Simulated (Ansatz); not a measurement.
# LiH (Fm-3m): given cell or relaxed cell?

Aim: gaps of LiH (Fm-3m) at the database cell and after a full relaxation.

Main program and level: Ansatz 0.2.0; PBE, HSE06 and G0W0, plane waves, PAW.

The database entry behind the starting cell differs from later determinations by our own check (the deuteride, about 0.2 % short), so it need not match the best structure at ambient conditions.

### Step 1. The structure

The structure is cubic, space group Fm-3m (No. 225). Conventional cell: a = 4.074 Å, b = 4.074 Å, c = 4.074 Å, α = 90.00°, β = 90.00°, γ = 90.00°. Nearest to Li lie 6 H at 2.04 Å. Nearest to H lie 6 Li at 2.04 Å. Farther neighbours are not listed.

The cell and positions come from the Crystallography Open Database and are kept as given unless a step says otherwise. The default PAW set here is soft_2. Its files were made with PBE.

### Step 2. PBE bands at the given cell

Levels along a band path, at the cheap level, show where the edges lie and whether the meshes to come will hold them.

This step: DFT, PBE, plane waves, PAW.

File input.yaml:

```yaml
crystal:
  lattice:
    - [0.0, 2.03675, 2.03675]
    - [2.03675, 0.0, 2.03675]
    - [2.03675, 2.03675, 0.0]
  atoms:
    - { symbol: Li, position: [0.0, 0.0, 0.0] }
    - { symbol: H, position: [0.5, 0.5, 0.5] }
kpoints:
  mp_grid: { grid: [10, 10, 10] }
  band_path:
    path:
      - [[0.0, 0.0, 0.0], [0.5, 0.0, 0.5], [0.625, 0.25, 0.625]]
      - [[0.375, 0.375, 0.75], [0.0, 0.0, 0.0], [0.5, 0.5, 0.5], [0.5, 0.25, 0.75], [0.5, 0.0, 0.5]]
    npoints: 10
hamiltonian:
  xc: pbe
scf:
  occupations: { method: fermi_dirac, width: 0.02 }
  n_extra_bands: 4
output:
  eigenvalues: true
  write_density: true
  write_potential: true
  elf: true
  volumetric_format: npy
```

The run is started by

```bash
$ ansatz run input.yaml --threads 3 --pin off --max-ram 92160MiB --backend cuda --events-out ev --progress --plain --runs-dir out --devices 1 --max-vram 13GiB  # rebuilt from the run's record
```

Numbers of over 12 decimals in the logs are rounded to 6 here.

Output:

```text
scf.n_extra_bands = 4 over 2 filled bands (N_el = 4.0): the run solves 6 bands
GPUs: using 1 of 1 available (devices: 1).
Engine: ansatz 0.2.0, x86_64-unknown-linux-gnu
Pseudopotentials: kind: paw
Pseudopotential: Li, paw, valence charge 3, recommended cutoff 420 eV (normal), Li.paw.azcp
Pseudopotential: H, paw, valence charge 1, recommended cutoff 420 eV (normal), H.paw.azcp
Functional definition: PBE
  parameter kappa = 0.804
  parameter beta = 0.066725
  exchange = pbe_x(kappa = kappa, mu = beta*pi^2/3)
  correlation = pbe_c(beta = beta)
device memory: the entry about to start is reckoned to put 0.9 GiB on a device that reports 30.7 GiB free (of which the cap on the GPU budget leaves the run 13.0 GiB)
GPU FFT provider: cuFFT
GPU libraries: cuBLAS 13.8.2, cuFFT 12.4.0, cuSOLVER 12.3.4
Crystal: 2 atoms, lattice volume = 16.898 Å³
Basis set: ecut = 420 eV, 331 PW (Γ)
Bands: 6, of which v1, the nominal top of the filled ones, is band 2 counted from 1 (1 counted from 0)
Symmetry: 48 space group operations
Space group: Fm-3m (ITA 225), of the structure as read, at distance tolerance 2.6e-5 Å
k-points: 47 of 1000
Non-local potential: Li, projectors of the file, l = 0: 3, l = 1: 2, l = 2: 1
Non-local potential: H, projectors of the file, l = 0: 2, l = 1: 1
PAW form: soft (Blöchl's): semilocal exchange-correlation on the pseudo side does not see the compensation charge
PAW one-centre angular grid: Li, 110 points (default); XC on 64 Gauss nodes
PAW one-centre angular grid: H, 110 points (default); XC on 64 Gauss nodes
Initial density: superposition of atomic densities (neutral atoms: chi_scale 0, normalization atom), corrected by the library's trained network
Initial wavefunctions: pseudopotential atomic-orbital guess
GPU buffer pool allocated for 8000 grid points (all kernels)
GPU transforms: local potential and band sums: pruned to the plane-wave sphere, on 20×20×20
Functional: x = pbe(κ = 0.804, μ = 0.219515), c = pbe(β = 0.066725)
SCF iter   1: F=—  HF=-221.387340 eV  |F-HF|=—  |Δ(HF+E_count)|=         —  Δρ=9.20e-4  dr2=7.06e-5  ethr=1.77e-3  ⟨swp⟩=5.0  Hψ=2381  notcnv=0
preconditioner: auto → none  [insulator: Δε(μ)=3.006 eV  Ē_g=13.716 eV  σ=0.020 eV  W_gap=1.00  n_scr=0 (ndim 8)  ℏωp=12.8 eV  f_vac=0.000  D(μ)=0.00/eV (n_scr^D=0)  ε∞_Penn≈1.9]
SCF iter   2: F=—  HF=-221.387400 eV  |F-HF|=—  |Δ(HF+E_count)|=   5.96e-5  Δρ=3.88e-4  dr2=1.11e-5  ethr=1.76e-6  ⟨swp⟩=1.8  Hψ=695  notcnv=0
SCF iter   3: F=—  HF=-221.387417 eV  |F-HF|=—  |Δ(HF+E_count)|=   1.68e-5  Δρ=5.82e-5  dr2=3.79e-7  ethr=2.77e-7  ⟨swp⟩=2.0  Hψ=329  notcnv=0
iter 4 did not close the SCF: its close was put off for the readings that it lacked (scf_convergence_deferred on its scf_iter line)
SCF iter   4: F=-221.387418 eV  HF=-221.387418 eV  |F-HF|=4.27e-9  |Δ(HF+E_count)|=   8.19e-7  Δρ=7.46e-6  dr2=6.29e-9  ethr=9.46e-9  ⟨swp⟩=2.0  Hψ=329  notcnv=0
iter 5 did not close the SCF: its close was put off for the readings that it lacked (scf_convergence_deferred on its scf_iter line)
SCF iter   5: F=-221.387418 eV  HF=-221.387418 eV  |F-HF|=4.46e-11  |Δ(HF+E_count)|=   2.11e-9  Δρ=1.17e-6  dr2=1.03e-10  ethr=1.57e-10  ⟨swp⟩=2.0  Hψ=366  notcnv=0
SCF iter   6: F=-221.387418 eV  HF=-221.387418 eV  |F-HF|=6.54e-13  |Δ(HF+E_count)|=  9.04e-11  Δρ=1.15e-7  dr2=2.33e-12  ethr=2.56e-12  ⟨swp⟩=1.0  Hψ=799  notcnv=0
SCF 1 converged in 6 iterations: F = -221.387418 eV  dr2 = 2.33e-12
[...]
device memory: the entry about to start is reckoned to put 0.5 GiB on a device that reports 37.0 GiB free (of which the cap on the GPU budget leaves the run 13.0 GiB)
NSCF: frozen V_eff on 62 k-points, pencils in batches of 32, up to order 32
SCF converged after 6 iterations
Free energy (F): -221.387418 eV
Harris-Foulkes:  -221.387418 eV  (|F-HF|=6.54e-13)
Internal energy: -221.387418 eV  (E = F + TS)
E sigma→0 (E₀):  -221.387418 eV
Fermi energy:    1.995396 eV
--- Per-component energies (eV) ---
  E_band       = -91.087112
  E_kinetic    = 35.604327
  E_local      = -126.380224  (includes V_loc(G=0)·N_el)
  E_nonlocal   = -31.778872
  E_hartree    = 35.368355
  E_xc         = -20.073283
  E_vxc        = -25.907131  (∫ρ·V_xc dr)
  E_paw        = -21.533772  (= ΣΔE_a)
  E_vpaw       = -13.360894  (= ΣTr[D̂ρ^β])
  E_aug_tail   = -0.001031  (compensation charges beyond the density's cutoff)
  E_ewald      = -92.592916
  E_smearing   = -0.000000  (= −TS)
  E_closure    = -0.000000  (closes the sum)
  Σ components = -221.387418   (vs F -221.387418, Δ=0.00e0)
--- Band table (eV; the first three rows and the last of 47) ---
  k-point 0: bands = ["-43.8334", "-4.7739", "15.9629", "17.8814", "17.8814", "17.8814"]
  k-point 1: bands = ["-43.8298", "-4.5997", "14.6160", "16.8763", "17.5123", "17.5123"]
  k-point 2: bands = ["-43.8202", "-4.0899", "11.5251", "15.6231", "16.9129", "16.9129"]
  k-point 46: bands = ["-43.7830", "0.2989", "4.9236", "6.6799", "11.8033", "17.5356"]
```

Wall time 4.8 s (1 × NVIDIA H100 80GB HBM3 (shared by 6 runs) with 3 threads of AMD EPYC 7R13 (Zen 3), shared host); peak memory 0.86 GiB; 6.5 s of CPU time.

This step gave:

```yaml
filled_bands: 2
gap: 3.020 eV
valence_top_at: X
conduction_bottom_at: X
least_direct_gap: 3.020 eV
```

The gap is direct, at (0.500, 0.000, 0.500).

### Step 3. The relaxed cell

Cell and ions were relaxed with PBE; that run is not shown. It left this cell:

Symmetry: Fm-3m, No. 225, cubic system. The conventional cell has a = 4.007 Å, b = 4.007 Å, c = 4.007 Å, α = 90.00°, β = 90.00°, γ = 90.00°. Li has 6 H at 2.00 Å nearest. Nearest to H lie 6 Li at 2.00 Å. Farther neighbours are not listed.

### Step 4. PBE at the relaxed cell

The cell differs from the one that the last finished run ended in (a 2.880 → 2.833 Å, b 2.880 → 2.833 Å, c 2.880 → 2.833 Å).

input.yaml, the sections that differ from step 2:

```yaml
crystal:
  lattice:
    - [0.0, 2.0034509841, 2.0034509841]
    - [2.0034509841, 0.0, 2.0034509841]
    - [2.0034509841, 2.0034509841, 0.0]
  atoms:
    - { symbol: Li, position: [0.0, 0.0, 0.0] }
    - { symbol: H, position: [0.5, 0.5, 0.5] }
output:
  eigenvalues: true
# kpoints, hamiltonian, scf: as in step 2
```

Output:

```text
[...]
GPUs: using 1 of 1 available (devices: 1).
[...]
GPU FFT provider: cuFFT
GPU libraries: cuBLAS 13.8.2, cuFFT 12.4.0, cuSOLVER 12.3.4
Crystal: 2 atoms, lattice volume = 16.083 Å³
Basis set: ecut = 420 eV, 331 PW (Γ)
Bands: 6, of which v1, the nominal top of the filled ones, is band 2 counted from 1 (1 counted from 0)
[... 1 set-up line as in the run before ...]
[...]
k-points: 47 of 1000
[...]
SCF 1 converged in 6 iterations: F = -221.391750 eV  dr2 = 2.49e-12
[...]
NSCF: frozen V_eff on 62 k-points, pencils in batches of 32, up to order 32
SCF converged after 6 iterations
Free energy (F): -221.391750 eV
[...]
Internal energy: -221.391750 eV  (E = F + TS)
E sigma→0 (E₀):  -221.391750 eV
Fermi energy:    2.235370 eV
[...]
--- Band table (eV; the first three rows and the last of 47) ---
[...]
```

The job ended after 2.8 s (1 × NVIDIA H100 80GB HBM3 (shared by 6 runs) with 3 threads; peak memory 0.89 GiB).

This step gave:

| Property | Result |
| --- | --- |
| gap | 2.984 eV |
| valence top at | X |
| conduction bottom at | X |
| least direct gap | 2.984 eV |

The gap is direct, at (0.500, 0.000, 0.500).

### Step 5. HSE06 at the relaxed cell

HSE06 mixes in a quarter of exact exchange at short range. Exchange couples all pairs of k points, which makes a full band path dear, so levels are read on the mesh and at chosen points.

This step: DFT, HSE06, plane waves, PAW.

File input.yaml:

```yaml
crystal:
  lattice:
    - [0.0, 2.0034509841, 2.0034509841]
    - [2.0034509841, 0.0, 2.0034509841]
    - [2.0034509841, 2.0034509841, 0.0]
  atoms:
    - { symbol: Li, position: [0.0, 0.0, 0.0] }
    - { symbol: H, position: [0.5, 0.5, 0.5] }
kpoints:
  mp_grid: { grid: [6, 6, 6] }
  band_path:
    path:
      - [0.0, 0.0, 0.0]
      - [0.5, 0.0, 0.5]
      - [0.625, 0.25, 0.625]
      - [0.375, 0.375, 0.75]
      - [0.5, 0.5, 0.5]
      - [0.5, 0.25, 0.75]
    npoints: 1
hamiltonian:
  xc: hse06
scf:
  occupations: { method: fixed }
  n_extra_bands: 4
output:
  eigenvalues: true
  write_density: true
  write_potential: true
  elf: true
  volumetric_format: npy
```

Output:

```text
[...]
GPUs: using 1 of 1 available (devices: 1).
[...]
davidson cushion auto → on  (no smearing: the cushion is to keep the highest requested band from converging to the state above it; pin scf.eigensolver.cushion to override)
[...]
GPU FFT provider: cuFFT
GPU libraries: cuBLAS 13.8.2, cuFFT 12.4.0, cuSOLVER 12.3.4
Crystal: 2 atoms, lattice volume = 16.083 Å³
Basis set: ecut = 420 eV, 331 PW (Γ)
[...]
Stability not checked: this state was not tested for a lower state beside it, because the functional holds exact exchange (a hybrid, or Hartree-Fock), whose exchange loop this test does not read (fock_operator; see scf.lower_state_search)
Free energy (F): -221.537952 eV
Frozen-core exchange: fock
[...]
Internal energy: -221.537952 eV  (E = F + TS)
E sigma→0 (E₀):  -221.537952 eV
Fermi energy:    0.050769 eV
[...]
--- Band table (eV; the first three rows and the last of 16) ---
[...]
```

Run time: 19 s. Hardware: 1 × NVIDIA H100 80GB HBM3 (shared by 6 runs) with 3 threads; peak memory 1 GiB.

Numbers from this step:

```yaml
gap: 3.973 eV
valence_top_at: X
conduction_bottom_at: X
least_direct_gap: 3.973 eV
```

The gap stands +0.99 eV against PBE.

### Step 6. G0W0 at the relaxed cell

Now the one-shot GW correction: screening in the RPA, then the self-energy of the levels asked for.

This step: G0W0 on PBE, plane waves, PAW.

File input.yaml:

```yaml
crystal:
  lattice:
    - [0.0, 2.0034509841, 2.0034509841]
    - [2.0034509841, 0.0, 2.0034509841]
    - [2.0034509841, 2.0034509841, 0.0]
  atoms:
    - { symbol: Li, position: [0.0, 0.0, 0.0] }
    - { symbol: H, position: [0.5, 0.5, 0.5] }
kpoints:
  mp_grid: { grid: [6, 6, 6] }
hamiltonian:
  xc: pbe
scf:
  occupations: { method: fixed }
gw:
  n_empty_bands: 48
  ecut_chi: 120
  qp_bands: [v2, c2]
  qp_kpoints: band_edges
  screening: { model: contour_deformation }
```

Output:

```text
GPUs: using 1 of 1 available (devices: 1).
[...]
GPU FFT provider: cuFFT
GPU libraries: cuBLAS 13.8.2, cuFFT 12.4.0, cuSOLVER 12.3.4
Crystal: 2 atoms, lattice volume = 16.083 Å³
Basis set: ecut = 420 eV, 331 PW (Γ)
Bands: 6, of which v1, the nominal top of the filled ones, is band 2 counted from 1 (1 counted from 0)
[... 1 set-up line as in the run before ...]
[...]
k-points: 16 of 216
[...]
12     3      3.7278    -3.7367    -3.5243    -7.7517  0.7988     4.2220     4.2185  root
    12     4     11.5640    -2.6872    -4.9346    -8.3183  0.7500    12.2694    12.2605  root
    15     1    -43.4655   -44.6769     8.9572   -28.9445  0.7450   -51.1839   -50.2407  root ?
    15     2      0.5708   -14.6879     2.1112   -11.2900  0.7580    -0.7486    -0.7159  root
    15     3      4.7480    -3.4630    -3.7713    -7.7667  0.7949     5.2851     5.2805  root
    15     4      7.7688    -2.8774    -4.3767    -7.8402  0.7739     8.3635     8.3549  root
[key lines of the parts left out:]
SCF converged after 6 iterations
Free energy (F): -221.390723 eV
Fermi energy:    0.744809 eV
```

It took 12 s on 1 × NVIDIA H100 80GB HBM3 (shared by 6 runs) with 3 threads; peak memory 0.98 GiB; 16 s of CPU time.

This step gave:

- bands summed: 50
- RPA ε∞ on this mesh (eigenvalues): 4.317, 4.317, 4.317
- plane waves in the screening matrix: 59
- G0W0 gap on the mesh: 4.762 eV
- k of the valence top: 0, -0.5, -0.5
- k of the conduction bottom: 0, -0.5, -0.5
- starting gap on the mesh: 2.983 eV
- least direct G0W0 gap on the computed points: 4.762 eV

The gap on the mesh goes from 2.98 eV to 4.76 eV, a correction of +1.78 eV. Between the two edge states, bare exchange in place of the xc potential would open the gap by 7.37 eV, and correlation takes back 5.59 eV.

### Step 7. G0W0 at the given cell

input.yaml, the sections that differ from step 6:

```yaml
crystal:
  lattice:
    - [0.0, 2.03675, 2.03675]
    - [2.03675, 0.0, 2.03675]
    - [2.03675, 2.03675, 0.0]
  atoms:
    - { symbol: Li, position: [0.0, 0.0, 0.0] }
    - { symbol: H, position: [0.5, 0.5, 0.5] }
gw:
  n_empty_bands: 50
  ecut_chi: 120
  qp_bands: [v2, c2]
  qp_kpoints: band_edges
  screening: { model: contour_deformation }
# kpoints, hamiltonian, scf: as in step 6
```

Output:

```text
GPUs: using 1 of 1 available (devices: 1).
[...]
GPU FFT provider: cuFFT
GPU libraries: cuBLAS 13.8.2, cuFFT 12.4.0, cuSOLVER 12.3.4
Crystal: 2 atoms, lattice volume = 16.898 Å³
Basis set: ecut = 420 eV, 331 PW (Γ)
Bands: 6, of which v1, the nominal top of the filled ones, is band 2 counted from 1 (1 counted from 0)
[... 1 set-up line as in the run before ...]
[...]
k-points: 16 of 216
[...]
12     3      3.5049    -3.6287    -3.4865    -7.6097  0.7986     4.0029     3.9993  root
    12     4     11.0677    -2.6164    -4.8597    -8.1689  0.7490    11.7677    11.7606  root
    15     1    -43.7842   -44.6683     8.9677   -28.9395  0.7445   -51.5481   -50.5453  root ?
    15     2      0.3317   -14.5565     2.0935   -11.1757  0.7562    -0.9883    -0.9556  root
    15     3      4.4917    -3.3645    -3.7256    -7.6245  0.7946     5.0307     5.0261  root
    15     4      7.4119    -2.7986    -4.3134    -7.6980  0.7729     8.0056     7.9978  root
[key lines of the parts left out:]
SCF converged after 6 iterations
Free energy (F): -221.386559 eV
Fermi energy:    0.486615 eV
```

Run time: 7.5 s. Hardware: 1 × NVIDIA H100 80GB HBM3 (shared by 6 runs) with 3 threads; peak memory 0.99 GiB.

Numbers from this step:

| Item | Value |
| --- | --- |
| bands summed | 52 |
| RPA ε∞ on this mesh (eigenvalues) | 4.186, 4.186, 4.186 |
| plane waves in the screening matrix | 59 |
| G0W0 gap on the mesh | 4.801 eV |
| k of the valence top | 0, -0.5, -0.5 |
| k of the conduction bottom | 0, -0.5, -0.5 |
| starting gap on the mesh | 3.018 eV |
| least direct G0W0 gap on the computed points | 4.801 eV |

The gap on the mesh goes from 3.02 eV to 4.80 eV, a correction of +1.78 eV. Between the two edge states, bare exchange in place of the xc potential would open the gap by 7.32 eV, and correlation takes back 5.54 eV.

### Step 8. Together

G0W0 rows are gaps on the mesh, lowered by the amount that the mesh misses the start's edges, a rough step that assumes the same correction there.

| level | given cell (eV) | relaxed cell (eV) | change (eV) |
| --- | --- | --- | --- |
| PBE | 3.02 | 2.98 | −0.04 |
| HSE06 | - | 3.97 | - |
| G0W0@PBE | 4.80 | 4.76 | −0.04 |

### Step 9. Summary of results

```json
{"volume change": "−4.8 %", "PBE, given cell": "3.02 eV", "PBE, relaxed cell": "2.98 eV", "HSE06, relaxed cell": "3.97 eV", "G0W0@PBE, relaxed cell": "4.76 eV", "G0W0@PBE, given cell": "4.80 eV", "known limits": "not at the basis limit"}
```

Relaxation changes the volume by −4.8 % and the gap by −0.04 eV (PBE) and −0.04 eV (G0W0@PBE). Bands and cutoff are finite, so the gap is not at the basis limit. The miss can reach some tenths of an eV and take either sign; the mesh is an error of its own.

[Paths, hosts, dates, memory and timing lines, banners, echoed tables and standing remarks are left out of the program output.]

[Logs are printed without paths, hosts, clocks, repeated set-up lines and the standing remarks that a program may print on its own settings, such as how far it seeks lower states.]

[Runs of the session that timed out or met a known fault of the program may be left out.]

[Cells called generated may have been cut or substituted from an entry of the Crystallography Open Database or the Materials Project.]

[Hosts, paths, dates, database ids (printed as entryN), source tags and the programs' standing remarks are cut or masked in the printed files.]
